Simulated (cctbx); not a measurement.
## Occupancies in TbCoS3

Cell a = 6.6920 Å, b = 9.0160 Å, c = 6.3800 Å, α = 90.00°, β = 90.00°, γ = 90.00°; space group Pnma (no. 62); nominal formula TbCoS3.

Simulated single-crystal data (cctbx): Cu Kα, λ = 1.54184 Å, to d = 0.83 Å, 70 % of the full sphere, strongest reflection 20000 counts, noise from counting, a 1.5 % proportional error and a noise floor of 4 counts (s.d.); no absorption, and some extinction, which the refinements don't model.

With every site full:

```text
Rint 0.022, 374 unique reflections to 0.83 A
cycle     R1     wR2    GooF  max shift (A)
   1  0.0988  0.2395  12.307   0.00434
   2  0.0265  0.0720   3.701   0.00001
final R1 0.0265 wR2 0.0720 GooF 3.701  parameters 27  data/parameter 13.9
atom        x        y        z      Ueq    occ   su(xyz)  su(Uiso or U11)
Tb1    0.56634  0.25000  0.52681   0.0162  1.000  0.00012  0.0004
Co2    0.50000  0.50000  0.00000   0.0003  1.000  0.00000  0.0008  NPD
S1     0.18936  0.55322  0.18468   0.0257  1.000  0.00039  0.0014
S2     0.96181  0.25000  0.38690   0.0221  1.000  0.00053  0.0016
difference map: max 1.97 min -1.06 rms 0.28
Q1    0.0239  0.9997  0.4487    8    1.98  0.36 A from Co2
Q2    0.2148  0.5580  0.4476    8    0.54  1.57 A from Co2
Q3    0.0334  0.5860  0.2732    8    0.52  1.22 A from S1
Q4    0.0941  0.1391  0.4002    8    0.46  1.34 A from S2
Q5    0.1594  0.7500  0.8146    4    0.46  1.52 A from S2
Q6    0.0000  0.0000  0.2500    8    0.45  1.42 A from S1
```

With the occupancies of the suspect sites free, each still typed as its main element:

```text
Rint 0.022, 374 unique reflections to 0.83 A
cycle     R1     wR2    GooF  max shift (A)
   1  0.1054  0.2478  12.769   0.00346
   4  0.0115  0.0243   1.251   0.00003
final R1 0.0114 wR2 0.0242 GooF 1.249  parameters 29  data/parameter 12.9
atom        x        y        z      Ueq    occ   su(xyz)  su(Uiso or U11)
Tb1    0.56635  0.25000  0.52674   0.0146  0.934  0.00004  0.0001
Co2    0.50000  0.50000  0.00000   0.0084  1.108  0.00000  0.0003
S1     0.18954  0.55338  0.18495   0.0285  1.000  0.00014  0.0005
S2     0.96167  0.25000  0.38632   0.0246  1.000  0.00018  0.0006
su of occupancy Tb1: 0.004
su of occupancy Co2: 0.005
difference map: max 0.42 min -0.73 rms 0.11
Q1    0.0270  0.6033  0.2580    8    0.42  1.27 A from S1
Q2    0.1324  0.0445  0.0852    8    0.30  1.15 A from S1
Q3    0.0292  0.2500  0.2270    4    0.30  1.11 A from S2
Q4    0.1958  0.5643  0.9937    8    0.30  1.22 A from S1
Q5    0.2004  0.5596  0.4516    8    0.29  1.48 A from Co2
Q6    0.2072  0.2500  0.0018    4    0.29  0.96 A from Tb1
```

**Question.** What is the disorder?

X-rays count electrons. Tb1 refines to 0.934(0.004), or 60.7 electrons; the site truly holds 0.9 Tb and 0.1 Co, 61.2 electrons, which is 0.942 of Tb; Co2 refines to 1.108(0.005), or 29.9 electrons; the site truly holds 0.9 Co and 0.1 Tb, 30.8 electrons, which is 1.141 of Co. A value under 1 can't tell vacancies from a lighter guest, and one over 1 needs a heavier guest; chemistry or a second radiation must settle which. Occupancy correlates with U and the scale, and the two elements' form factors differ in shape, so the match is approximate.

Freeing them takes R1 from 0.0265 to 0.0114 and GooF from 3.70 to 1.25.

The model was made for the exercise: a known structure type with other elements put in, its volume estimated, not relaxed; displacement parameters are assumed.

[Middle refinement cycles are left out of these outputs.]

[Logs are printed without paths, hosts, clocks, repeated set-up lines and the standing remarks that a program may print on its own settings, such as how far it seeks lower states.]
